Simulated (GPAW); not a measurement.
Two runs for the Ti L₃ edge of atom 3 in TiTe2 (P-3m1). Run A: GPAW, revPBE, excited-electron core hole (neutral cell), 12-atom cell with 7.5 Å between holes, 4×4×4 k points, dipole transitions, Gaussian full width 0.9 eV up to 4 eV, rising linearly to 3.5 eV at 25 eV. Run B has a fault in its input.

Energy from the lowest empty level; intensity scaled to a mean of 1 over the first 20 eV:

```csv
E (eV),A,B
-2.0,0.00,0.00
-1.5,0.00,0.00
-1.0,0.02,0.03
-0.5,0.64,0.85
0.0,3.96,5.13
0.5,6.86,8.04
1.0,5.77,5.20
1.5,4.11,3.78
2.0,4.20,3.97
2.5,2.92,2.45
3.0,1.12,0.94
3.5,0.31,0.28
4.0,0.06,0.08
4.5,0.09,0.12
5.0,0.18,0.21
5.5,0.30,0.32
6.0,0.40,0.41
6.5,0.49,0.50
7.0,0.59,0.60
7.5,0.63,0.64
8.0,0.55,0.55
8.5,0.44,0.44
9.0,0.40,0.40
9.5,0.39,0.40
10.0,0.40,0.41
10.5,0.42,0.42
11.0,0.43,0.43
11.5,0.43,0.43
12.0,0.43,0.43
12.5,0.43,0.43
13.0,0.42,0.42
13.5,0.42,0.42
14.0,0.41,0.41
14.5,0.41,0.40
15.0,0.40,0.40
15.5,0.39,0.39
16.0,0.38,0.38
16.5,0.37,0.37
17.0,0.37,0.36
17.5,0.36,0.36
18.0,0.36,0.35
18.5,0.35,0.35
19.0,0.35,0.34
19.5,0.35,0.34
20.0,0.35,0.34
20.5,0.35,0.34
21.0,0.35,0.35
21.5,0.35,0.35
22.0,0.35,0.34
22.5,0.34,0.34
23.0,0.33,0.33
23.5,0.32,0.32
24.0,0.31,0.31
24.5,0.31,0.31
25.0,0.32,0.32
25.5,0.33,0.33
26.0,0.34,0.34
26.5,0.35,0.34
27.0,0.35,0.35
27.5,0.36,0.35
28.0,0.37,0.36
28.5,0.37,0.36
29.0,0.37,0.36
29.5,0.37,0.36
30.0,0.37,0.36
30.5,0.36,0.36
31.0,0.35,0.35
31.5,0.34,0.34
32.0,0.34,0.33
```

What went wrong in run B?

The cutoff is far too low. Against the first run the r.m.s. difference is 15 %. The highest intensity below 24 eV goes from 0.6 eV (6.88) to 0.4 eV (8.06). Other settings could leave a like mark; this is the one that was changed.

[Banner, clock and machine lines of the logs are left out without a mark of their own.]

[Logs are printed without paths, hosts, clocks, repeated set-up lines and the standing remarks that a program may print on its own settings, such as how far it seeks lower states.]

[Hosts, paths, dates, database ids (printed as entryN), source tags and the programs' standing remarks are cut or masked in the printed files.]

[Lists of maxima count a maximum above −3 eV only where it reaches 4 % of the highest in the window and stands out from its surroundings by 2 % of it (1.5 % where it reaches 55 %); shoulders and weaker maxima are passed over, and of the rest the first, up to two pre-edge ones and the few strongest are named.]
